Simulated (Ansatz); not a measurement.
# Te2Mo (P6_3/mmc): a many-body input that goes wrong, and its mend

Aim: the G0W0 gap of Te2Mo (P6_3/mmc). The first input has a fault.

Method: G0W0 on PBE, plane waves, PAW, in Ansatz 0.2.0.

**1. The structure**

Symmetry: P6_3/mmc, No. 194, hexagonal system. The conventional cell has a = 3.518 Å, b = 3.518 Å, c = 13.974 Å, α = 90.00°, β = 90.00°, γ = 120.00°. Nearest to Te lie 3 Mo at 2.72 Å. Nearest to Mo lie 6 Te at 2.72 Å. Farther neighbours and most contacts between anions are not listed.

The cell and positions come from the Crystallography Open Database and are kept as given unless a step says otherwise. Spin-orbit coupling is left out unless a step names it. The default PAW set here is soft_2. Its files were made with PBE.

**2. First try**

input.yaml

```yaml
crystal:
  lattice:
    - [3.5182, 0.0, 0.0]
    - [-1.7591, 3.0468505756, 0.0]
    - [0.0, 0.0, 13.9736]
  atoms:
    - { symbol: Te, position: [0.3333333333, 0.6666666667, 0.621] }
    - { symbol: Te, position: [0.6666666667, 0.3333333333, 0.121] }
    - { symbol: Te, position: [0.3333333333, 0.6666666667, 0.879] }
    - { symbol: Te, position: [0.6666666667, 0.3333333333, 0.379] }
    - { symbol: Mo, position: [0.3333333333, 0.6666666667, 0.25] }
    - { symbol: Mo, position: [0.6666666667, 0.3333333333, 0.75] }
kpoints:
  mp_grid: { grid: [6, 6, 2] }
hamiltonian:
  xc: pbe
scf:
  occupations: { method: fixed }
gw:
  n_empty_bands: 158
  ecut_chi: 60
  qp_bands: [v2, c2]
  qp_kpoints: band_edges
  screening: { model: contour_deformation }
  static_remainder: true
```

On the command line:

```bash
> ansatz run input.yaml --threads 3 --pin off --max-ram 64512MiB --backend cuda --events-out ev --progress --plain --runs-dir out --devices 1 --max-vram 24GiB  # rebuilt from the run's record
```

Numbers of over 12 decimals in the logs are rounded to 6 here.

The log of the run:

```text
Error: gw.static_remainder: true with hamiltonian.pseudopotentials.kind: paw|paw_fr|all_electron — the remainder's closure is formed of plane waves alone, without the terms of the atoms; leave out gw.static_remainder, or use kind: nc
```

The job ended after 0.03 s (3 threads of AMD EPYC 7R13 (Zen 3), shared host; peak memory 0.07 GiB).

Q: What is the fault?

The program refused the input before any cycle.

The program's message: “Error: gw.static_remainder: true with hamiltonian.pseudopotentials.kind: paw|paw_fr|all_electron — the remainder's closure is formed of plane waves alone, without the terms of the atoms; leave out gw. …”

The fault: static remainder on PAW. The remainder's closure is built from plane waves alone and lacks the terms inside the atoms.

**3. A better input**

Now the one-shot GW correction: screening in the RPA, then the self-energy of the levels asked for.

Changes to input.yaml since step 2:

```diff
@@ -19,4 +19,4 @@
 gw:
-  n_empty_bands: 158
-  ecut_chi: 60
+  n_empty_bands: 340
+  ecut_chi: 100.0
   qp_bands: [v2, c2]
@@ -24,2 +24 @@
   screening: { model: contour_deformation }
-  static_remainder: true
```

The log of the run:

```text
GPUs: using 1 of 1 available (devices: 1).
[...]
device memory: the entry about to start is reckoned to put 2.7 GiB on a device that reports 66.8 GiB free (of which the cap on the GPU budget leaves the run 24.0 GiB)
GPU FFT provider: cuFFT
GPU libraries: cuBLAS 13.8.1, cuFFT 12.4.0, cuSOLVER 12.3.2
Crystal: 6 atoms, lattice volume = 149.789 Å³
Basis set: ecut = 420 eV, 2909 PW (Γ)
Bands: 56, of which v1, the nominal top of the filled ones, is band 46 counted from 1 (45 counted from 0)
Symmetry: 24 space group operations
[...]
k-points: 14 of 72
[...]
GPU buffer pool allocated for 55296 grid points (all kernels)
GPU transforms: local potential and band sums: pruned to the plane-wave sphere, on 24×24×96
[...]
SCF iter   1: F=—  HF=-37833.381216 eV  |F-HF|=—  |Δ(HF+E_count)|=         —  Δρ=4.19e-3  dr2=8.71e-3  ethr=1.77e-3  ⟨swp⟩=5.0  Hψ=2460  notcnv=0  defer=95
[...]
0    45     12.1533   -16.2237     1.1821   -14.7039  0.7662    11.8134    11.8157  root
     0    46     12.4768   -18.8277     0.4211   -18.5220  0.7262    12.5921    12.5924  root
     0    47     15.3790   -12.6210    -3.9852   -16.8236  0.7299    15.5978    15.5964  root
     0    48     15.3790   -12.6210    -3.9852   -16.8236  0.7299    15.5978    15.5964  root
     1    45     12.3955   -18.2145     0.6181   -17.6124  0.7349    12.4115    12.4115  root
     1    46     12.3955   -18.2145     0.6181   -17.6124  0.7349    12.4115    12.4115  root
     1    47     15.4167   -12.5953    -4.0113   -16.8153  0.7277    15.6267    15.6254  root
     1    48     15.4167   -12.5953    -4.0113   -16.8153  0.7277    15.6267    15.6254  root
[...]
13    45     12.2673   -18.0639     0.3460   -17.8507  0.7183    12.4000    12.4002  root
    13    46     12.2673   -18.0639     0.3460   -17.8507  0.7183    12.4000    12.4002  root
    13    47     13.4563   -15.3359    -3.8734   -19.6408  0.7107    13.8921    13.8877  root
    13    48     13.4563   -15.3359    -3.8734   -19.6408  0.7107    13.8921    13.8877  root
[key lines of the parts left out:]
SCF converged after 7 iterations
Free energy (F): -37833.393800 eV
Fermi energy:    12.476785 eV
```

It took 19 s on 1 × NVIDIA H100 80GB HBM3 (shared by 3 runs) with 3 threads; peak memory 1.7 GiB.

Reading the cycles: dr2 is the Hartree energy of the density residual (eV), the measure of convergence; HF is the Harris–Foulkes estimate of the energy, which meets the free energy F at convergence.

This step gave:

- bands summed: 386
- RPA ε∞ on this mesh (eigenvalues): 10.70, 19.78, 19.78
- plane waves in the screening matrix: 329
- q-points in the mesh: 72
- G0W0 gap on the mesh: 0.9815 eV
- k of the valence top: 0, 0, 0
- k of the conduction bottom: 0.1667, 0.1667, 0
- starting gap on the mesh: 0.8260 eV
- Z at the valence top: 0.7262
- Z at the conduction bottom: 0.7386
- least direct G0W0 gap on the computed points: 1.311 eV

The gap on the mesh goes from 0.83 eV to 0.98 eV, a correction of +0.16 eV. Between the two edge states, bare exchange in place of the xc potential would open the gap by 4.04 eV, and correlation takes back 3.89 eV.

**4. Summary of results**

```yaml
first_try: refused after 0.03 s
better_run: G0W0 gap on the mesh 0.98 eV (6×6×2 mesh, 340 empty bands, screening to 100 eV)
```

What this shows: The second run differs in: empty bands, screening cutoff (eV) and static remainder. Bands and cutoff are finite, so the gap is not at the basis limit. The miss can reach some tenths of an eV and take either sign; the mesh is an error of its own. The 6×6×2 mesh is coarse for this cell (its supercell is 21 Å along the shortest edge). The RPA ε∞ on it, from the PBE start, is 10.70 and 19.78; such meshes misread the long-range screening, most where the gap is narrow. The many-body steps are scalar-relativistic: spin-orbit coupling is not in them.

[Paths, hosts, dates, memory and timing lines, banners, echoed tables and standing remarks are left out of the program output.]

[Logs are printed without paths, hosts, clocks, repeated set-up lines and the standing remarks that a program may print on its own settings, such as how far it seeks lower states.]

[Runs of the session that timed out or met a known fault of the program may be left out.]

[Cells called generated may have been cut or substituted from an entry of the Crystallography Open Database or the Materials Project.]

[Hosts, paths, dates, database ids (printed as entryN), source tags and the programs' standing remarks are cut or masked in the printed files.]
